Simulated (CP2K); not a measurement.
Consider pyridazine at its PBE geometry (Å).

```xyz
10

C     0.6827    0.8207    0.0671
C    -0.7044    0.8058    0.0542
C    -1.3211   -0.4455   -0.0435
N    -0.6490   -1.6063   -0.1258
N     0.6921   -1.5935   -0.1178
C     1.3313   -0.4154   -0.0215
H     1.2512    1.7472    0.1439
H    -1.2951    1.7196    0.1169
H    -2.4082   -0.5454   -0.0571
H     2.4205   -0.4871   -0.0164
```

Method: CP2K XAS_TDP, all-electron GAPW, PBEh(45%), aug-cc-pVDZ, TDA, GW2X-corrected core level, no relativity.

Question: Predict the bright core excitations at the C K edge.

Leading lines: C1 286.99 eV and C3 287.52 eV. The leading line of an atom is its first one with 35 % of the strongest within 2.5 eV of its lowest line over the strength cut. Core ionisation energies at this level: C1 292.96 and C3 293.23 eV.

The first six lines of each atom with a strength over 0.0015:

| atom | energy (eV) | states | strength, one atom | above the computed threshold |
| --- | --- | --- | --- | --- |
| C1 (bonded to 2 C and H), 2 alike | 286.99 | 1 | 0.0510 |  |
|  | 290.60 | 1 | 0.0121 |  |
|  | 292.11 | 1 | 0.0025 |  |
|  | 292.41 | 1 | 0.0049 |  |
|  | 292.54 | 1 | 0.0030 |  |
|  | 293.24 | 1 | 0.0017 | yes |
| C3 (bonded to C, N and H), 2 alike | 287.52 | 1 | 0.0538 |  |
|  | 291.13 | 1 | 0.0114 |  |
|  | 292.10 | 1 | 0.0033 |  |
|  | 292.83 | 1 | 0.0041 |  |
|  | 292.89 | 1 | 0.0032 |  |
|  | 293.59 | 1 | 0.0022 | yes |

Lines are vertical, at one geometry, with no vibrational structure. GW2X ionisation energies and lines can be off by 1 to 2 eV either way, and a good line position may hide errors that cancel. These values hold no scalar relativity, about 0.1 eV for C 1s. Rydberg lines, and the discretised continuum above threshold, depend on the basis and the box.

[Banner, clock and machine lines of the logs are left out without a mark of their own.]

[Logs are printed without paths, hosts, clocks, repeated set-up lines and the standing remarks that a program may print on its own settings, such as how far it seeks lower states.]

[Hosts, paths, dates, database ids (printed as entryN), source tags and the programs' standing remarks are cut or masked in the printed files.]
